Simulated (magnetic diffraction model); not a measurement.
**Magnetic neutron pattern of KMnIF2**

Space group Imma (no. 74), a = 6.6980 Å, b = 9.5210 Å, c = 6.7390 Å.

```
site  atom    x       y       z
  4e     I  1/2     3/4  0.9532
  4b    Mn  1/2       0       0
  4e     K    0     3/4  0.0075
  8g     F  3/4  0.0215     3/4
```

The compound is invented for this exercise: a known structure type with other elements, its cell scaled to their sizes and not relaxed.

Only Mn is taken to order (form factors of Mn2+); orders and moment sizes are assumed, and not adapted to the symmetry. Radiation: neutrons of λ = 2.0775 Å, 5° to 65°; isotropic B of 0.64 Å² (I), 0.84 Å² (Mn), 0.95 Å² (K) and 1.09 Å² (F). Simulated constant-wavelength pattern: nuclear and magnetic terms add, the magnetic one as |2.695 fm × Σ f S⊥ exp(2πi Q·r) exp(−B s²)|², summed over all Q at one angle with the factor 1/(sin²θ cos θ). For collinear order S is the moment m, which repeats by lattice and centring translations R with the sign exp(−2πi k·R). Free-ion form factors, Sears's scattering lengths of 1992, no absorption; a label names one of the reflections at its angle. The strongest nuclear line in the range is 100, and lines under 0.2 are left out.

Assume the order k = (0 0 0), collinear moments along [101], 2.01 μB on Mn; signs + at (1/2, 0, 0), − at (1/2, 1/2, 0).

Q: Where does magnetic intensity appear, and how strong is it?

```tsv
2θ (°)	index	nuclear	magnetic
21.77	(0 1 1)	0.0	11.7
21.86	(1 1 0)	0.0	11.6
25.21	(0 2 0)	0.9	0.0
25.26	(1 0 1)	2.9	0.0
35.91	(0 0 2)	6.5	0.0
35.99	(1 2 1)	14.3	0.0
36.14	(2 0 0)	4.8	0.0
42.42	(0 3 1)	6.7	2.8
42.44	(1 1 2)	4.3	3.3
42.47	(1 3 0)	0.0	2.8
42.59	(2 1 1)	3.3	3.3
44.38	(0 2 2)	93.2	0.0
44.57	(2 2 0)	100.0	0.0
51.75	(0 4 0)	15.2	0.0
51.87	(2 0 2)	33.1	0.0
56.73	(0 1 3)	3.1	0.6
56.80	(1 3 2)	2.6	1.7
56.92	(2 3 1)	2.1	1.7
57.09	(3 1 0)	0.0	0.6
58.38	(1 0 3)	1.7	0.0
58.43	(1 4 1)	1.1	0.0
58.51	(2 2 2)	0.2	0.0
58.70	(3 0 1)	0.6	0.0
64.59	(0 4 2)	2.5	0.0
64.59	(1 2 3)	2.3	0.0
64.74	(2 4 0)	1.7	0.0
64.89	(3 2 1)	5.1	0.0
```

The strongest magnetic line in the range is (0 1 1) at 21.77° (11.7). On top of the Lorentz factor, which all lines share, magnetic lines fade with angle because f falls: for Mn2+ it is 0.90, 0.66, 0.41 and 0.12 at sin θ/λ = 0.1, 0.2, 0.3 and 0.5 Å⁻¹, while nuclear lengths stay constant. The order has no net moment.

[Logs are printed without paths, hosts, clocks, repeated set-up lines and the standing remarks that a program may print on its own settings, such as how far it seeks lower states.]
